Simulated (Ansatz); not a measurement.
# Ir wire along [110], 37 atoms a period: bands along the axis

What gap, if any, does the Ir wire along [110], 37 atoms a period have, and how many channels would it open?

Program: Ansatz 0.2.0. Level of theory: DFT PBE, plane waves, PAW; relaxation of a wire's period; PAW set soft_1, in the first sound run; inputs show where later runs differ. Results are calculated unless marked as measured.

## Step 1: The structure

The cell holds 37 atoms: 37 Ir. Cell: a = 22.280 Å, b = 20.483 Å, c = 2.737 Å, α = 90.0°, β = 90.0°, γ = 90.0°. Vacuum lies along a and b. The structure's axis is c.

## Step 2: Relaxing the period

Band widths follow the bond lengths, so the wire is relaxed first. The atoms and the third cell vector are free; the box across stays fixed as vacuum. A Fermi-Dirac smearing is set since the result may be a metal. The pressure printed is a third of the stress's trace over the whole box, vacuum included; only the stress along the axis is relaxed.

Input file input.yaml:

```yaml
crystal:
  lattice:
    - [22.28, 0.0, 0.0]
    - [0.0, 20.483, 0.0]
    - [0.0, 0.0, 2.7365032432]
  atoms:
    - { symbol: Ir, position: [0.152603232, 0.499988191, 0.0] }
    - { symbol: Ir, position: [0.326301616, 0.366389438, 0.0] }
    - { symbol: Ir, position: [0.326301616, 0.232790686, 0.0] }
    - { symbol: Ir, position: [0.326301616, 0.499988191, 0.0] }
    - { symbol: Ir, position: [0.5, 0.366389438, 0.0] }
    - { symbol: Ir, position: [0.5, 0.232790686, 0.0] }
    - { symbol: Ir, position: [0.5, 0.499988191, 0.0] }
    - { symbol: Ir, position: [0.673698384, 0.366389438, 0.0] }
    - { symbol: Ir, position: [0.673698384, 0.232790686, 0.0] }
    - { symbol: Ir, position: [0.673698384, 0.499988191, 0.0] }
    - { symbol: Ir, position: [0.847396768, 0.499988191, 0.0] }
    - { symbol: Ir, position: [0.239452424, 0.299590062, 0.5] }
    - { symbol: Ir, position: [0.239452424, 0.433188814, 0.5] }
    - { symbol: Ir, position: [0.239452424, 0.566787567, 0.5] }
    - { symbol: Ir, position: [0.239452424, 0.700386319, 0.5] }
    - { symbol: Ir, position: [0.413150808, 0.16599131, 0.5] }
    - { symbol: Ir, position: [0.413150808, 0.299590062, 0.5] }
    - { symbol: Ir, position: [0.413150808, 0.433188814, 0.5] }
    - { symbol: Ir, position: [0.413150808, 0.566787567, 0.5] }
    - { symbol: Ir, position: [0.413150808, 0.700386319, 0.5] }
    - { symbol: Ir, position: [0.413150808, 0.833985071, 0.5] }
    - { symbol: Ir, position: [0.586849192, 0.16599131, 0.5] }
    - { symbol: Ir, position: [0.586849192, 0.299590062, 0.5] }
    - { symbol: Ir, position: [0.586849192, 0.433188814, 0.5] }
    - { symbol: Ir, position: [0.586849192, 0.566787567, 0.5] }
    - { symbol: Ir, position: [0.586849192, 0.700386319, 0.5] }
    - { symbol: Ir, position: [0.586849192, 0.833985071, 0.5] }
    - { symbol: Ir, position: [0.760547576, 0.299590062, 0.5] }
    - { symbol: Ir, position: [0.760547576, 0.433188814, 0.5] }
    - { symbol: Ir, position: [0.760547576, 0.566787567, 0.5] }
    - { symbol: Ir, position: [0.760547576, 0.700386319, 0.5] }
    - { symbol: Ir, position: [0.326301616, 0.633586943, 0.0] }
    - { symbol: Ir, position: [0.326301616, 0.767185695, 0.0] }
    - { symbol: Ir, position: [0.5, 0.633586943, 0.0] }
    - { symbol: Ir, position: [0.5, 0.767185695, 0.0] }
    - { symbol: Ir, position: [0.673698384, 0.633586943, 0.0] }
    - { symbol: Ir, position: [0.673698384, 0.767185695, 0.0] }
kpoints:
  mp_grid: { grid: [1, 1, 30] }
scf:
  occupations: { method: fermi_dirac, width: 0.05 }
hamiltonian:
  xc: pbe
  pseudopotentials: { kind: paw, azcp: { folder: soft_1 } }
relax:
  cell: { fix: [a, b, alpha, beta, gamma] }
  max_steps: 45
  f_tol: 0.03
```

Command:

```
> ansatz run input.yaml --threads 16 --pin off --max-ram 61440MiB --backend cuda --events-out ev --progress --plain --runs-dir out --max-vram 78GiB
```

Numbers of over 12 decimals in the logs are rounded to 6 here.

The log of the run:

```text
Engine: ansatz 0.2.0, aarch64-unknown-linux-gnu
Pseudopotentials: kind: paw
Pseudopotential: Ir, paw, valence charge 17, recommended cutoff 420 eV (normal), soft_1/Ir.paw.azcp
Functional definition: PBE
  parameter kappa = 0.804
  parameter beta = 0.066725
  exchange = pbe_x(kappa = kappa, mu = beta*pi^2/3)
  correlation = pbe_c(beta = beta)
[...]
Crystal: 37 atoms, lattice volume = 1248.834 Å³
Basis set: ecut = 420 eV, 24555 PW (Γ), exchange–correlation on 300×288×40 points (8 copies of the dense FFT grid, shifted against one another)
Bands: 378, of which v1, the nominal top of the filled ones, is band 315 counted from 1 (314 counted from 0)
Symmetry: 8 space group operations
Space group: Pmmm (ITA 47), of the structure as read, at distance tolerance 1.1e-4 Å
k-points: 16 of 30
Non-local potential: Ir, projectors of the file, l = 0: 3, l = 1: 2, l = 2: 2, l = 3: 1
PAW form: soft (Blöchl's): semilocal exchange-correlation on the pseudo side does not see the compensation charge
PAW one-centre angular grid: Ir, 590 points (default); XC on 64 Gauss nodes
Initial density: superposition of atomic densities (neutral atoms: chi_scale 0, normalization atom)
Initial wavefunctions: pseudopotential atomic-orbital guess
[...]
Functional: x = pbe(κ = 0.804, μ = 0.219515), c = pbe(β = 0.066725)
SCF iter   1: F=—  HF=-441642.364994 eV  |F-HF|=—  |Δ(HF+E_count)|=         —  Δρ=3.39e-2  dr2=2.31e1  ethr=3.10e-3  ⟨swp⟩=7.4  Hψ=24776  notcnv=0  defer=201
preconditioner: auto → LDOS  [metal: Δε(μ)=0.002 eV  Ē_g=5.888 eV  σ=0.050 eV  W_gap=0.01  n_scr=252 (ndim 8)  ℏωp=19.2 eV  f_vac=0.480  D(μ)=46.05/eV (n_scr^D=348)  β→1.0]
SCF iter   2: F=—  HF=-441642.343942 eV  |F-HF|=—  |Δ(HF+E_count)|=   2.11e-2  Δρ=3.05e-2  dr2=2.23e1  ethr=3.10e-3  ⟨swp⟩=3.5  Hψ=15638  notcnv=0  defer=375
[...]
SCF iter  12: F=-441637.047530 eV  HF=-441637.047530 eV  |F-HF|=3.39e-8  |Δ(HF+E_count)|=   5.61e-8  Δρ=1.36e-6  dr2=6.51e-8  ethr=1.59e-11  ⟨swp⟩=5.0  Hψ=21368  notcnv=0
SCF 1 converged in 12 iterations: F = -441637.047530 eV  dr2 = 6.51e-8
  greatest PAW one-centre occupation: 1.000 electrons in one spin orbital (limit 2), on the Ir atom at site 24 (counted from 0), in its partial waves of l = 0
relax step   1: F+E_penalty+E_count = -441637.04752965 eV  Δ(F+E_penalty+E_count) = +0.000e0 eV  max|allowed force component| = 2.346e0 eV/Å  Δτ_max = 0.0000 Å  P = -5.433 GPa  Ω = 1248.834 Å³  fix = [a, b, alpha, beta, gamma]  reactions: a -5.204, b -4.798 GPa  (12 SCF iters, dr2 threshold 1.00e-7 eV, accepted)
[...]
Crystal: 37 atoms, lattice volume = 1212.056 Å³
Basis set: ecut = 420 eV, 23895 PW (Γ), exchange–correlation on 300×288×40 points (8 copies of the dense FFT grid, shifted against one another)
[...]
iter 1 solved again at ethr=1.84e-3 eV; its pass at ethr=3.10e-3 eV (dr2=1.16e1 eV) is discarded
SCF iter   1: F=—  HF=-441639.334850 eV  |F-HF|=—  |Δ(HF+E_count)|=         —  Δρ=1.54e-2  dr2=1.15e1  ethr=1.84e-3  ⟨swp⟩=2.6  Hψ=31225  notcnv=0
preconditioner: auto → LDOS  [metal: Δε(μ)=0.006 eV  Ē_g=6.157 eV  σ=0.050 eV  W_gap=0.03  n_scr=240 (ndim 8)  ℏωp=19.5 eV  f_vac=0.498  D(μ)=45.59/eV (n_scr^D=340)  β→1.0]
SCF iter   2: F=—  HF=-441638.983114 eV  |F-HF|=—  |Δ(HF+E_count)|=   3.52e-1  Δρ=5.85e-3  dr2=5.65e-1  ethr=1.83e-3  ⟨swp⟩=2.8  Hψ=7903  notcnv=0
[...]
SCF iter   9: F=-441638.909100 eV  HF=-441638.909100 eV  |F-HF|=1.04e-7  |Δ(HF+E_count)|=   1.17e-6  Δρ=5.54e-6  dr2=7.42e-7  ethr=5.88e-10  ⟨swp⟩=4.9  Hψ=20469  notcnv=0
SCF 2 converged in 9 iterations: F = -441638.909100 eV  dr2 = 7.42e-7
  greatest PAW one-centre occupation: 1.000 electrons in one spin orbital (limit 2), on the Ir atom at site 35 (counted from 0), in its partial waves of l = 0
relax step   2: F+E_penalty+E_count = -441638.90909972 eV  Δ(F+E_penalty+E_count) = -1.862e0 eV  max|allowed force component| = 9.689e-1 eV/Å  Δτ_max = 0.1949 Å  P = +2.447 GPa  Ω = 1212.056 Å³  energy of the carried Pulay correction = +7.839e-3 eV  fix = [a, b, alpha, beta, gamma]  reactions: a +1.214, b +1.221 GPa  (9 SCF iters, dr2 threshold 3.70e-6 eV, accepted)
[...]
Crystal: 37 atoms, lattice volume = 1232.494 Å³
[...]
iter 1 solved again at ethr=4.78e-5 eV; its pass at ethr=3.10e-3 eV (dr2=3.01e-1 eV) is discarded
[...]
SCF 3 converged in 7 iterations: F = -441639.434075 eV  dr2 = 2.07e-6
[...]
SCF 4 converged in 7 iterations: F = -441639.490051 eV  dr2 = 9.25e-7
[...]
SCF 5 converged in 7 iterations: F = -441639.506774 eV  dr2 = 3.01e-7
[...]
SCF 6 converged in 7 iterations: F = -441639.507568 eV  dr2 = 1.01e-7
[...]
SCF 7 converged in 7 iterations: F = -441639.509147 eV  dr2 = 1.37e-8
[...]
SCF 8 converged in 6 iterations: F = -441639.504748 eV  dr2 = 6.98e-11
[...]
SCF converged after 6 iterations
[...]
--- Relaxed structure (7 steps of the walk, 7 accepted, 1 SCFs on fresh bases) ---
  F+E_penalty+E_count = -441639.50474797 eV   max|allowed force component| = 9.711e-3 eV/Å   (the final SCF, on the basis selected at the relaxed cell)
  cell:  # Å, volume = 1230.6273 Å³
    - [22.28, 0.0, 0.0]
    - [0.0, 20.483, 0.0]
    - [0.0, 0.0, 2.696608]
  atoms:
    - { symbol: Ir, position: [0.164669, 0.499988, 0.0] }
    - { symbol: Ir, position: [0.325831, 0.368365, 0.0] }
    - { symbol: Ir, position: [0.327949, 0.234268, 0.0] }
    - { symbol: Ir, position: [0.324444, 0.499988, 0.0] }
    - { symbol: Ir, position: [0.500000, 0.368191, 0.0] }
    - { symbol: Ir, position: [0.500000, 0.227641, 0.0] }
    - { symbol: Ir, position: [0.500000, 0.499988, 0.0] }
    - { symbol: Ir, position: [0.674169, 0.368365, 0.0] }
    - { symbol: Ir, position: [0.672051, 0.234268, 0.0] }
    - { symbol: Ir, position: [0.675556, 0.499988, 0.0] }
    - { symbol: Ir, position: [0.835331, 0.499988, 0.0] }
    - { symbol: Ir, position: [0.246736, 0.298841, 0.5] }
    - { symbol: Ir, position: [0.235857, 0.426950, 0.5] }
    - { symbol: Ir, position: [0.235857, 0.573027, 0.5] }
    - { symbol: Ir, position: [0.246736, 0.701135, 0.5] }
    - { symbol: Ir, position: [0.411600, 0.172192, 0.5] }
    - { symbol: Ir, position: [0.415169, 0.300389, 0.5] }
    - { symbol: Ir, position: [0.411464, 0.432641, 0.5] }
    - { symbol: Ir, position: [0.411464, 0.567336, 0.5] }
    - { symbol: Ir, position: [0.415169, 0.699587, 0.5] }
    - { symbol: Ir, position: [0.411600, 0.827784, 0.5] }
    - { symbol: Ir, position: [0.588400, 0.172192, 0.5] }
    - { symbol: Ir, position: [0.584831, 0.300389, 0.5] }
    - { symbol: Ir, position: [0.588536, 0.432641, 0.5] }
    - { symbol: Ir, position: [0.588536, 0.567336, 0.5] }
    - { symbol: Ir, position: [0.584831, 0.699587, 0.5] }
    - { symbol: Ir, position: [0.588400, 0.827784, 0.5] }
    - { symbol: Ir, position: [0.753264, 0.298841, 0.5] }
    - { symbol: Ir, position: [0.764143, 0.426950, 0.5] }
    - { symbol: Ir, position: [0.764143, 0.573027, 0.5] }
    - { symbol: Ir, position: [0.753264, 0.701135, 0.5] }
    - { symbol: Ir, position: [0.325831, 0.631611, 0.0] }
    - { symbol: Ir, position: [0.327949, 0.765708, 0.0] }
    - { symbol: Ir, position: [0.500000, 0.631785, 0.0] }
    - { symbol: Ir, position: [0.500000, 0.772336, 0.0] }
    - { symbol: Ir, position: [0.674169, 0.631611, 0.0] }
    - { symbol: Ir, position: [0.672051, 0.765708, 0.0] }
```

Elapsed: 22 s, on 1 × NVIDIA GB200 with 16 threads of Arm Neoverse V2, shared host; peak memory 1.6 GiB.

Step by step:

```
step  energy less that of the first step (eV)  largest force component (eV/Å)  pressure (GPa)  volume (Å³)
   1                                   0.0000                          2.3456           -5.43      1248.83
   2                                  -1.8616                          0.9689            2.45      1212.06
   3                                  -2.3865                          0.2976           -0.04      1232.49
   4                                  -2.4425                          0.1500           -0.04      1232.39
   5                                  -2.4592                          0.0518           -0.02      1230.70
   6                                  -2.4600                          0.0357            0.00      1230.90
   7                                  -2.4616                          0.0097           -0.01      1230.63
   8                                  -2.4572                          0.0097           -0.01      1230.63
```

The log counts 1 steps on a newly chosen plane-wave basis, not all of them marked here; energy and pressure can jump at such steps.

The run keeps the 8 symmetry operations that it works with, so distortions that break them were not tested.

```
cell as run  before  after  change
      c (Å)   2.737  2.697  -1.5 %
```

The atoms that moved most (Å, along periodic axes as changes of fractional coordinates times the final cell, across vacuum about the mean position):

```
atom      dx      dy     dz  length
 Ir1   0.269   0.000  0.000   0.269
Ir11  -0.269   0.000  0.000   0.269
Ir31  -0.162   0.015  0.000   0.163
Ir15   0.162   0.015  0.000   0.163
Ir28  -0.162  -0.015  0.000   0.163
Ir12   0.162  -0.015  0.000   0.163
Ir14  -0.080   0.128  0.000   0.151
Ir30   0.080   0.128  0.000   0.151
```

Numbers from this step:

```
energy at zero smearing    : -441639.3245 eV
cell length along the wire : 2.697 Å
```

The cell's length comes to 2.697 Å with spin left out.

## Step 3: Bands of the perfect wire

This step: DFT PBE, plane waves, PAW; bands of a perfect wire; PAW set soft_1 (Ansatz 0.2.0).

At the relaxed period the bands are computed along the axis; those that cross an energy going forward count the channels that a perfect wire would open there.

Input file input.yaml:

```yaml
crystal:
  lattice:
    - [22.28, 0.0, 0.0]
    - [0.0, 20.483, 0.0]
    - [0.0, 0.0, 2.6966078054]
  atoms:
    - { symbol: Ir, position: [0.164669268, 0.499988191, 0.0] }
    - { symbol: Ir, position: [0.32583112, 0.368364995, 0.0] }
    - { symbol: Ir, position: [0.327948698, 0.234268153, 0.0] }
    - { symbol: Ir, position: [0.324443869, 0.499988191, 0.0] }
    - { symbol: Ir, position: [0.5, 0.368191344, 0.0] }
    - { symbol: Ir, position: [0.5, 0.227640824, 0.0] }
    - { symbol: Ir, position: [0.5, 0.499988191, 0.0] }
    - { symbol: Ir, position: [0.67416888, 0.368364995, 0.0] }
    - { symbol: Ir, position: [0.672051302, 0.234268153, 0.0] }
    - { symbol: Ir, position: [0.675556131, 0.499988191, 0.0] }
    - { symbol: Ir, position: [0.835330732, 0.499988191, 0.0] }
    - { symbol: Ir, position: [0.246736295, 0.298841081, 0.5] }
    - { symbol: Ir, position: [0.235857268, 0.426949663, 0.5] }
    - { symbol: Ir, position: [0.235857268, 0.573026718, 0.5] }
    - { symbol: Ir, position: [0.246736295, 0.7011353, 0.5] }
    - { symbol: Ir, position: [0.411600151, 0.172192428, 0.5] }
    - { symbol: Ir, position: [0.415168736, 0.30038925, 0.5] }
    - { symbol: Ir, position: [0.411464353, 0.432640702, 0.5] }
    - { symbol: Ir, position: [0.411464353, 0.567335679, 0.5] }
    - { symbol: Ir, position: [0.415168736, 0.699587131, 0.5] }
    - { symbol: Ir, position: [0.411600151, 0.827783953, 0.5] }
    - { symbol: Ir, position: [0.588399849, 0.172192428, 0.5] }
    - { symbol: Ir, position: [0.584831264, 0.30038925, 0.5] }
    - { symbol: Ir, position: [0.588535647, 0.432640702, 0.5] }
    - { symbol: Ir, position: [0.588535647, 0.567335679, 0.5] }
    - { symbol: Ir, position: [0.584831264, 0.699587131, 0.5] }
    - { symbol: Ir, position: [0.588399849, 0.827783953, 0.5] }
    - { symbol: Ir, position: [0.753263705, 0.298841081, 0.5] }
    - { symbol: Ir, position: [0.764142732, 0.426949663, 0.5] }
    - { symbol: Ir, position: [0.764142732, 0.573026718, 0.5] }
    - { symbol: Ir, position: [0.753263705, 0.7011353, 0.5] }
    - { symbol: Ir, position: [0.32583112, 0.631611386, 0.0] }
    - { symbol: Ir, position: [0.327948698, 0.765708228, 0.0] }
    - { symbol: Ir, position: [0.5, 0.631785037, 0.0] }
    - { symbol: Ir, position: [0.5, 0.772335557, 0.0] }
    - { symbol: Ir, position: [0.67416888, 0.631611386, 0.0] }
    - { symbol: Ir, position: [0.672051302, 0.765708228, 0.0] }
kpoints:
  mp_grid: { grid: [1, 1, 30] }
  band_path: { path: ["Γ", Z], npoints: 90 }
scf:
  occupations: { method: fermi_dirac, width: 0.05 }
hamiltonian:
  xc: pbe
  pseudopotentials: { kind: paw, azcp: { folder: soft_1 } }
output:
  dos: { e_range: [-5, 4] }
  write_potential: true
  write_density: true
  volumetric_format: npy
```

The log of the run:

```text
[...]
Crystal: 37 atoms, lattice volume = 1230.627 Å³
Basis set: ecut = 420 eV, 24223 PW (Γ)
Bands: 378, of which v1, the nominal top of the filled ones, is band 315 counted from 1 (314 counted from 0)
Symmetry: 8 space group operations
[...]
k-points: 16 of 30
[...]
SCF iter   1: F=—  HF=-441645.007848 eV  |F-HF|=—  |Δ(HF+E_count)|=         —  Δρ=3.41e-2  dr2=2.47e1  ethr=3.10e-3  ⟨swp⟩=7.8  Hψ=25103  notcnv=0  defer=199
[...]
SCF iter   6: F=—  HF=-441639.513985 eV  |F-HF|=—  |Δ(HF+E_count)|=   3.97e-3  Δρ=3.37e-4  dr2=2.93e-3  ethr=3.52e-6  ⟨swp⟩=3.0  Hψ=10876  notcnv=0  defer=390
[...]
SCF iter  10: F=—  HF=-441639.504880 eV  |F-HF|=—  |Δ(HF+E_count)|=   9.21e-7  Δρ=8.19e-6  dr2=2.00e-6  ethr=1.70e-9  ⟨swp⟩=2.2  Hψ=8603  notcnv=0  defer=390
[...]
SCF iter  12: F=-441639.504881 eV  HF=-441639.504881 eV  |F-HF|=3.92e-8  |Δ(HF+E_count)|=   1.17e-7  Δρ=1.29e-6  dr2=6.60e-8  ethr=1.59e-11  ⟨swp⟩=12.4  Hψ=25373  notcnv=0
SCF 1 converged in 12 iterations: F = -441639.504881 eV  dr2 = 6.60e-8
[...]
NSCF: frozen V_eff on 91 k-points
[...]
SCF converged after 12 iterations
[...]
```

Elapsed: 17 s, on 1 × NVIDIA GB200 with 16 threads; peak memory 3.8 GiB; 3.2 min of CPU time.

Reading the cycles: dr2 is the Hartree energy of the density residual (eV), the measure of convergence; HF is the Harris–Foulkes estimate of the energy, which meets the free energy F at convergence.

Numbers from this step:

```
energy at zero smearing : -441639.3246 eV
band gap                : 0 eV
```

Electronic bands along the path, in eV, zero at the Fermi level; # counts the bands kept:

```
  point    #45    #46    #47    #48   #49   #50   #51   #52
      Γ  -0.11  -0.08  -0.03  -0.02  0.01  0.04  0.04  0.07
halfway  -0.16  -0.13  -0.09  -0.05  0.00  0.13  0.21  0.24
      Z   0.93   0.99   1.01   1.03  1.10  1.11  1.11  1.16
```

Between Γ and Z the bands cross the Fermi level 35 times, so a perfect wire would conduct at least 35 G₀, with spin left out.

## Step 4: Results

- cell length, PBE: 2.697 Å
- ballistic conductance by band crossings, a lower bound, PBE: 35 G₀

**Reading.** Under PBE the cell's length is 2.70 Å, and the bands cross the Fermi level 35 times between Γ and Z, which gives a perfect wire at least 35 G₀ (opposite crossings within one step of the path cancel in such a count). No spin was allowed, though thin wires with open d shells can turn magnetic. Spin-orbit coupling is left out, which matters for the bands of heavy atoms.

[Logs are printed without paths, hosts, clocks, repeated set-up lines and the standing remarks that a program may print on its own settings, such as how far it seeks lower states.]

[Hosts, paths, dates, database ids (printed as entryN), source tags and the programs' standing remarks are cut or masked in the printed files.]
